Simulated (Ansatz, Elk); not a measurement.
# Bonding as seen by X-rays: Mg6TaZn

The structure of Mg6TaZn used here is made up (a known structure type with other elements) and was relaxed beforehand with PBE. The aim is the Fourier transform of its all-electron density, F(hkl), set beside the sum over free spherical atoms that refinements use.

Method: DFT, PBE, all-electron APW+lo, Dirac cores, scalar-relativistic bands, static density, no spin, in Elk 11.2.3 (patched build).

The structure was built from a prototype and need not be the compound's stable phase.

### 1. The starting structure

It takes space group Amm2 (No. 38, orthorhombic). The conventional cell has a = 4.855 Å, b = 6.180 Å, c = 10.822 Å, α = 90.00°, β = 90.00°, γ = 90.00°. Nearest to Ta lie 2 Zn at 2.86 Å and 10 Mg at 3.00 to 3.18 Å. Zn has 2 Ta at 2.86 Å and 8 Mg at 2.88 to 3.10 Å nearest. Nearest to Mg lie 10 Mg at 3.00 to 3.14 Å and 2 Ta at 3.09 Å. Nearest to Mg lie 8 Mg at 3.02 to 3.16 Å and 2 Ta at 3.05 to 3.18 Å and 2 Zn at 3.08 Å. Nearest to Mg lie 10 Mg at 3.00 to 3.14 Å and 2 Zn at 3.10 Å. Mg has 1 Zn at 2.88 Å and 8 Mg at 2.99 to 3.19 Å and 2 Ta at 3.00 Å nearest. Farther neighbours are not listed.

### 2. Ground state and structure factors

An all-electron density is needed, since X-rays see the cores too. Task 0 finds the density and task 195 Fourier-transforms it; tshift is off so that phases refer to the origin typed.

elk.in

```
tasks
  0
  195

xctype
  20

spinpol
  .false.

rgkmax
  7.0

gmaxvr
  14.0

lmaxo
  7

lmaxapw
  8

swidth
  0.002

tshift
  .false.

ramdisk
  .false.

hmaxvr
  5.5

maxscl
  120

epspot
  1e-06

sppath
  './'

avec
  9.17467968248 0.00000000000 0.00000000000
  0.00000000000 5.83899568817 10.22560173894
  0.00000000000 -5.83899568817 10.22560173894

atoms
  3
  'Ta.in'
  1
  0.5000000000 0.6742645907 0.6742645907   0.000000 0.000000 0.000000
  'Zn.in'
  1
  0.0000000000 0.8143752737 0.8143752737   0.000000 0.000000 0.000000
  'Mg.in'
  6
  0.5000000000 0.1682674315 0.1682674315   0.000000 0.000000 0.000000
  0.5000000000 0.6743289219 0.1636379509   0.000000 0.000000 0.000000
  0.5000000000 0.1636379509 0.6743289219   0.000000 0.000000 0.000000
  0.0000000000 0.3310151447 0.3310151447   0.000000 0.000000 0.000000
  0.0000000000 0.8278599926 0.3447506940   0.000000 0.000000 0.000000
  0.0000000000 0.3447506940 0.8278599926   0.000000 0.000000 0.000000

ngridk
  5 4 4
```

Launch:

```console
$ OMP_NUM_THREADS=4 elk
```

Numbers of over 12 decimals in the logs are rounded to 6 here.

The log of the run:

```text
┌─────────────────────────┐
│ Elk code version 11.2.3 │
└─────────────────────────┘

All units are atomic (Hartree, Bohr, etc.)

┌─────────────────────────────────────────────────┐
│ Ground-state run starting from atomic densities │
└─────────────────────────────────────────────────┘

Lattice vectors :
   9.174679682       0.000000000       0.000000000
   0.000000000       5.838995688       10.22560174
   0.000000000      -5.838995688       10.22560174

Reciprocal lattice vectors :
  0.6848397464       0.000000000      -0.000000000
  -0.000000000      0.5380364743      0.3072281450
   0.000000000     -0.5380364743      0.3072281450

Unit cell volume      :    1095.589685
Brillouin zone volume :   0.2264079489

Muffin-tin inner radius fraction :   0.1000000000E-01

Nuclei treated as point charges

Species : 1 (Ta)
 parameters loaded from : Ta.in
 name : tantalum
 nuclear charge    :   -73.00000000
 electronic charge :    73.00000000
 atomic mass :    329847.8435
 muffin-tin radius :    2.800000000
 number of radial points in muffin-tin :   1393
 inner part over the whole radius :   0.9923388882E-02
 number on inner part of muffin-tin    :    999
 approximate nuclear radius :   0.1005189763E-03
 number of mesh points to nuclear radius :    519
 atomic positions (lattice), magnetic fields (Cartesian) :
  1 :   0.50000000  0.67426459  0.67426459    0.00000000  0.00000000  0.00000000

Species : 2 (Zn)
 parameters loaded from : Zn.in
 name : zinc
 nuclear charge    :   -30.00000000
 electronic charge :    30.00000000
 atomic mass :    119233.3130
 muffin-tin radius :    2.400000000
 number of radial points in muffin-tin :    993
 inner part over the whole radius :   0.9843840322E-02
 number on inner part of muffin-tin    :    701
 approximate nuclear radius :   0.7484757725E-04
 number of mesh points to nuclear radius :    337
 atomic positions (lattice), magnetic fields (Cartesian) :
  1 :   0.00000000  0.81437527  0.81437527    0.00000000  0.00000000  0.00000000

Species : 3 (Mg)
 parameters loaded from : Mg.in
 name : magnesium
 nuclear charge    :   -12.00000000
 electronic charge :    12.00000000
 atomic mass :    44305.30466
 muffin-tin radius :    2.200000000
 number of radial points in muffin-tin :    793
 inner part over the whole radius :   0.9941530515E-02
 number on inner part of muffin-tin    :    552
 approximate nuclear radius :   0.5710277704E-04
 number of mesh points to nuclear radius :    241
 atomic positions (lattice), magnetic fields (Cartesian) :
  1 :   0.50000000  0.16826743  0.16826743    0.00000000  0.00000000  0.00000000
  2 :   0.50000000  0.67432892  0.16363795    0.00000000  0.00000000  0.00000000
  3 :   0.50000000  0.16363795  0.67432892    0.00000000  0.00000000  0.00000000
  4 :   0.00000000  0.33101514  0.33101514    0.00000000  0.00000000  0.00000000
  5 :   0.00000000  0.82785999  0.34475069    0.00000000  0.00000000  0.00000000
  6 :   0.00000000  0.34475069  0.82785999    0.00000000  0.00000000  0.00000000

Total number of atoms per unit cell :    8
Total muffin-tin volume :    417.4715870
 ratio of muffin-tin to unit cell volume :   0.3810473871

Spin treatment :
 spin-unpolarised

Number of Bravais lattice symmetries :    8
Number of crystal symmetries         :    4
Crystal has no inversion symmetry
Complex Hermitian eigensolver will be used

k-point grid :      5     4     4
k-point offset :    0.000000000       0.000000000       0.000000000
k-point set is reduced with full crystal symmetry group
Total number of k-points :       30

Muffin-tin radius times maximum |G+k| :    7.000000000
 using average radius
Maximum |G+k| for APW functions       :    3.043478261
Maximum (1/2)|G+k|²                   :    4.631379962
Maximum |G| for potential and density :    14.00000000
Constant for pseudocharge density :   10
 order of it for each species :   17  17  17
 order of it for pair densities of each species (exact exchange by exxq0 0: 18) :   14  11   8
Radial integration step length :    1

[...]
xc potential                :     -638.92543994961
 exchange                    :     -479.13117371524
 correlation                 :     -8.577689
 electron entropic           :    -0.93048752294618E-03
 total energy                :     -18624.217018321

Density of states at Fermi energy :    69.93590753
 (states/Hartree/unit cell)

Estimated indirect band gap :   0.7367978452E-03
 from k-point 28 to k-point 22
Estimated direct band gap   :   0.8901456483E-02
 at k-point 4

Charges :
 core                        :    70.00000000
 valence                     :    105.0000000
 interstitial                :    11.63009055
 muffin-tins (core leakage)
  species : 1 (Ta)
[...]
species : 2 (Zn)
[...]
species : 3 (Mg)
[...]
total in muffin-tins        :    163.3699095
 total calculated charge     :    174.9998952
 total charge                :    175.0000000
 error                       :   0.1047613421E-03

RMS change in Kohn-Sham potential (target) :   0.6039663781     (  0.1000000000E-05)
Absolute change in total energy (target)   :   0.6784257355     (  0.1000000000E-03)

[... loops 3 to 14 left out ...]

┌──────────────────┐
│ Loop number : 15 │
└──────────────────┘

Energies :
 Fermi                       :     0.172918
 sum of occupied eigenvalues :     -11237.114054783
 electron kinetic            :      20574.342782503
 core electron kinetic       :      19379.255862797
 Coulomb                     :     -38710.547429764
 Coulomb potential           :     -31175.466921091
 nuclear-nuclear             :     -1419.6155766485
 electron-nuclear            :     -43431.100687529
 Hartree                     :      6140.1688344126
 Madelung                    :     -23122.813969219
 xc potential                :     -635.98991619538
 exchange                    :     -479.39461915300
 correlation                 :     -8.579389
 electron entropic           :    -0.12047352674752E-02
 total energy                :     -18624.179860535

Density of states at Fermi energy :    84.85403661
 (states/Hartree/unit cell)

Estimated indirect band gap :   0.3273325391E-02
 from k-point 5 to k-point 28
Estimated direct band gap   :   0.3304183275E-02
 at k-point 13

Charges :
 core                        :    70.00000000
 valence                     :    105.0000000
 interstitial                :    11.64900899
 muffin-tins (core leakage)
  species : 1 (Ta)
[...]
species : 2 (Zn)
[...]
species : 3 (Mg)
[...]
total in muffin-tins        :    163.3509910
 total calculated charge     :    174.9998951
 total charge                :    175.0000000
 error                       :   0.1049241213E-03

RMS change in Kohn-Sham potential (target) :   0.6767861665E-06 (  0.1000000000E-05)
Absolute change in total energy (target)   :   0.7782021567E-04 (  0.1000000000E-03)

Convergence targets achieved

┌──────────────────┐
│ Loop number : 16 │
└──────────────────┘

Energies :
 Fermi                       :     0.172918
 sum of occupied eigenvalues :     -11237.114035685
 electron kinetic            :      20574.342782474
 core electron kinetic       :      19379.255869068
 Coulomb                     :     -38710.547419505
 Coulomb potential           :     -31175.466979318
 nuclear-nuclear             :     -1419.6155766485
 electron-nuclear            :     -43431.100608550
 Hartree                     :      6140.1687656931
 Madelung                    :     -23122.813929846
 xc potential                :     -635.98983884123
 exchange                    :     -479.39461820657
 correlation                 :     -8.579389
 electron entropic           :    -0.12047383428524E-02
 total energy                :     -18624.179849332

Density of states at Fermi energy :    84.85430265
 (states/Hartree/unit cell)

Estimated indirect band gap :   0.3273311416E-02
 from k-point 5 to k-point 28
Estimated direct band gap   :   0.3304182905E-02
 at k-point 28

Charges :
 core                        :    70.00000000
 valence                     :    105.0000000
 interstitial                :    11.64901046
 muffin-tins (core leakage)
  species : 1 (Ta)
[...]
species : 2 (Zn)
[...]
species : 3 (Mg)
[...]
atom 4                    :    10.48407012     ( -0.9828258740E-07)
   atom 5                    :    10.53095075     ( -0.9828258873E-07)
   atom 6                    :    10.53095075     ( -0.9828258873E-07)
 total in muffin-tins        :    163.3509895
 total calculated charge     :    174.9998951
 total charge                :    175.0000000
 error                       :   0.1049241281E-03

┌──────────────────────────────┐
│ Self-consistent loop stopped │
└──────────────────────────────┘

Wrote STATE.OUT
```

The job ended after 1.7 min (4 threads of Arm Neoverse V2, shared host; peak memory 0.34 GiB; 5.3 min of CPU time).

SFACRHO.OUT:

```text

h k l indices transformed by vhmat matrix:
   1.000000000       0.000000000       0.000000000    
   0.000000000       1.000000000       0.000000000    
   0.000000000       0.000000000       1.000000000    

      h      k      l  multipl.   |H|            Re(F)            Im(F)           |F|

      0      0      0      1   0.0000000       175.00000     -0.25995929E-16   175.00000    
      0     -1     -1      1  0.61445629      -49.746490      -37.005289       62.000845    
      0      1      1      1  0.61445629      -49.746490       37.005289       62.000845    
      0      0      1      2  0.61957435      -21.029775      -69.955593       73.048179    
      0      0     -1      2  0.61957435      -21.029775       69.955593       73.048179    
      1      0      0      2  0.68483975      -41.012456      0.53679578E-13   41.012456    
     -1     -1     -1      2  0.92008804       18.814999       55.820112       58.905765    
      1      1      1      2  0.92008804       18.814999      -55.820112       58.905765    
     -1      0     -1      4  0.92351387       29.707244      -34.067784       45.201042    
     -1      0      1      4  0.92351387       29.707244       34.067784       45.201042    
      0     -2     -1      2   1.0672326       39.550946      -15.853058       42.609821    
      0      1      2      2   1.0672326       39.550946       15.853058       42.609821    
      0      1     -1      2   1.0760729       71.271134     -0.17817611E-14   71.271134    
      0      2      2      1   1.2289126      -47.723235      -35.438279       59.442231    
      0     -2     -2      1   1.2289126      -47.723235       35.438279       59.442231    
      0      0     -2      2   1.2391487      -79.994493      -32.370571       86.295844    
      0      0      2      2   1.2391487      -79.994493       32.370571       86.295844    
     -1     -2     -1      4   1.2680658      -66.662486      0.76736781       66.666902
```

Elk indexes on the primitive cell of elk.in and gives |H| = 4π sin θ/λ in inverse bohr. Below, one row stands for each form hkl of the conventional cell (m members, Friedel mates merged), F is for one primitive cell and the density is static (no thermal factor). Free-atom factors are Waasmaier and Kirfel's, and R is Σm||F|−|F'||/Σm|F|.

| hkl | m | sin θ/λ (Å⁻¹) | abs F, DFT | neutral atoms | diff. | abs of complex diff. |
| --- | --- | --- | --- | --- | --- | --- |
| 002 | 2 | 0.092 | 62.001 | 61.807 | +0.194 | 0.224 |
| 011 | 4 | 0.093 | 73.048 | 72.936 | +0.112 | 0.126 |
| 100 | 2 | 0.103 | 41.013 | 40.754 | +0.258 | 0.258 |
| 102 | 4 | 0.138 | 58.906 | 58.960 | -0.054 | 0.060 |
| 111 | 8 | 0.139 | 45.201 | 45.243 | -0.042 | 0.042 |
| 013 | 4 | 0.161 | 42.610 | 42.823 | -0.213 | 0.216 |
| 020 | 2 | 0.162 | 71.271 | 71.566 | -0.294 | 0.294 |
| 004 | 2 | 0.185 | 59.442 | 59.723 | -0.281 | 0.281 |
| 022 | 4 | 0.186 | 86.296 | 86.743 | -0.447 | 0.448 |
| 113 | 8 | 0.191 | 66.667 | 66.981 | -0.314 | 0.315 |
| 120 | 4 | 0.192 | 37.400 | 37.588 | -0.188 | 0.188 |
| 200 | 2 | 0.206 | 136.218 | 137.226 | -1.008 | 1.008 |
| 104 | 4 | 0.212 | 126.437 | 127.250 | -0.813 | 0.817 |
| 122 | 8 | 0.213 | 111.959 | 112.660 | -0.702 | 0.721 |

### 3. The highest occupied states alone

An energy window below the Fermi level keeps the highest occupied states, to see at which angles they scatter; shallow core shells can lie inside it and anion s states outside. No new self-consistency is needed.

Changes to elk.in since step 2:

```diff
@@ -1,3 +1,2 @@
 tasks
-  0
   195
@@ -40,2 +39,5 @@
 
+wsfac
+  -0.268070 0.472920
+
 sppath
```

Launch:

```console
$ OMP_NUM_THREADS=4 elk
```

The log of the run:

```text
┌─────────────────────────────────┐
│ Elk code version 11.2.3 started │
└─────────────────────────────────┘

Info(readinput): the functional depends on the density's gradient
 muffin-tin radial points multiplied by    2.00000
 (not where nrmtscf is given)

┌────────────────────┐
│ Current task : 195 │
└────────────────────┘

Info(sfacrho): density structure factors written to SFACRHO.OUT

 Energy window :  -0.2680700000      0.4729200000

┌──────────────────┐
│ Elk code stopped │
└──────────────────┘
```

The job ended after 21 s (4 threads; peak memory 0.21 GiB).

States within 12 eV below the Fermi level hold 29.00 electrons; any levels below the window count with the cores. Their amplitudes can exceed the total, where window and core parts have opposite phase:

| hkl | sin θ/λ (Å⁻¹) | abs F, window | abs F, all |
| --- | --- | --- | --- |
| 002 | 0.092 | 9.545 | 62.001 |
| 011 | 0.093 | 11.157 | 73.048 |
| 100 | 0.103 | 7.303 | 41.013 |
| 102 | 0.138 | 9.142 | 58.906 |
| 111 | 0.139 | 8.083 | 45.201 |
| 013 | 0.161 | 7.784 | 42.610 |
| 020 | 0.162 | 9.111 | 71.271 |
| 004 | 0.185 | 7.443 | 59.442 |
| 022 | 0.186 | 7.857 | 86.296 |
| 113 | 0.191 | 8.132 | 66.667 |

### 4. Another functional

The difference from free atoms is small, so it is set against the change that PBEsol makes.

Changes to elk.in since step 3:

```diff
@@ -1,2 +1,3 @@
 tasks
+  0
   195
@@ -4,3 +5,3 @@
 xctype
-  20
+  22
 
@@ -39,5 +40,2 @@
 
-wsfac
-  -0.268070 0.472920
-
 sppath
```

Launch:

```console
$ OMP_NUM_THREADS=4 elk
```

The log of the run:

```text
┌─────────────────────────┐
│ Elk code version 11.2.3 │
└─────────────────────────┘

All units are atomic (Hartree, Bohr, etc.)

┌─────────────────────────────────────────────────┐
│ Ground-state run starting from atomic densities │
└─────────────────────────────────────────────────┘

Lattice vectors :
   9.174679682       0.000000000       0.000000000
   0.000000000       5.838995688       10.22560174
   0.000000000      -5.838995688       10.22560174

Reciprocal lattice vectors :
  0.6848397464       0.000000000      -0.000000000
[...]
interstitial                :    11.63209954
 muffin-tins (core leakage)
  species : 1 (Ta)
[...]
species : 2 (Zn)
[...]
species : 3 (Mg)
[...]
atom 5                    :    10.53040818     ( -0.9828258696E-07)
   atom 6                    :    10.53040818     ( -0.9828258696E-07)
 total in muffin-tins        :    163.3679005
 total calculated charge     :    174.9998944
 total charge                :    175.0000000
 error                       :   0.1055679419E-03

┌──────────────────────────────┐
│ Self-consistent loop stopped │
└──────────────────────────────┘

Wrote STATE.OUT
[key lines of the parts left out:]
total energy                :     -18615.543455534
```

It took 100 s on 4 threads; peak memory 0.35 GiB.

Against the first run R = 0.02 %; the largest change is -0.046 at 240.

### 5. Basis size

The basis and the expansions that go with it are enlarged, to see whether the differences are converged.

Changes to elk.in since step 4:

```diff
@@ -5,3 +5,3 @@
 xctype
-  22
+  20
 
@@ -11,12 +11,12 @@
 rgkmax
-  7.0
+  8.5
 
 gmaxvr
-  14.0
+  18.0
 
 lmaxo
-  7
+  9
 
 lmaxapw
-  8
+  10
```

Launch:

```console
$ OMP_NUM_THREADS=4 elk
```

The log of the run:

```text
┌─────────────────────────┐
│ Elk code version 11.2.3 │
└─────────────────────────┘

All units are atomic (Hartree, Bohr, etc.)

┌─────────────────────────────────────────────────┐
│ Ground-state run starting from atomic densities │
└─────────────────────────────────────────────────┘

Lattice vectors :
   9.174679682       0.000000000       0.000000000
   0.000000000       5.838995688       10.22560174
   0.000000000      -5.838995688       10.22560174

Reciprocal lattice vectors :
  0.6848397464       0.000000000      -0.000000000
[...]
interstitial                :    11.63873726
 muffin-tins (core leakage)
  species : 1 (Ta)
[...]
species : 2 (Zn)
[...]
species : 3 (Mg)
[...]
atom 5                    :    10.53168486     ( -0.9828258385E-07)
   atom 6                    :    10.53168486     ( -0.9828258385E-07)
 total in muffin-tins        :    163.3612627
 total calculated charge     :    174.9999196
 total charge                :    175.0000000
 error                       :   0.8037517316E-04

┌──────────────────────────────┐
│ Self-consistent loop stopped │
└──────────────────────────────┘

Wrote STATE.OUT
[key lines of the parts left out:]
total energy                :     -18624.190758441
```

It took 5.8 min on 4 threads; peak memory 0.69 GiB; 19 min of CPU time.

Against the first run R = 0.00 %; the largest change is -0.006 at 400.

### 6. Settings against the effect

| run | R against the first run (%) | R against neutral atoms, low angle (%) | wall time |
| --- | --- | --- | --- |
| PBE, rgkmax 7 | 0.00 | 0.37 | 1.7 min |
| PBEsol | 0.02 | 0.37 | 100 s |
| rgkmax 8.5 with larger expansions | 0.00 | 0.37 | 5.8 min |

### 7. Results

```yaml
r_against_neutral_atoms_sin_theta_lambda_0p3_a_minus1: 0.37 %
r_against_neutral_atoms_0p3_to_0p55_a_minus1: 0.12 %
```

**Reading.** Independent neutral atoms miss the calculated amplitudes by R = 0.37 % below 0.3 Å⁻¹ and 0.12 % from there to 0.55 Å⁻¹; by shells, 0.17 % below 0.15 Å⁻¹ (5 forms), 0.40 % 0.15 to 0.3 (25 forms), 0.13 % 0.3 to 0.45 (57 forms), 0.12 % above 0.45 (62 forms). Bonding, aspherical density and the tables' own atoms all enter these figures, and the runs don't part them. The largest change of an amplitude is -1.01 electrons, at 200. R counts amplitudes alone; phases shift too. The window's part falls from 29.0 electrons at the origin to at most 3.21 between 0.45 and 0.55 Å⁻¹, where compact states inside the window still scatter. Below 0.3 Å⁻¹ the changes that finished (PBEsol and rgkmax 8.5 with larger expansions) move F by R = 0.01 % at most, against the 0.37 % that separates it from free atoms. The k-mesh has no finished test. Spin-orbit coupling is left out, which can matter for elements this heavy. Part of the difference isn't bonding: the tables are fits to free atoms and ions calculated by other methods than this functional. Thermal motion, anomalous dispersion and extinction are left out.

[Logs are printed without paths, hosts, clocks, repeated set-up lines and the standing remarks that a program may print on its own settings, such as how far it seeks lower states.]

[Hosts, paths, dates, database ids (printed as entryN), source tags and the programs' standing remarks are cut or masked in the printed files.]
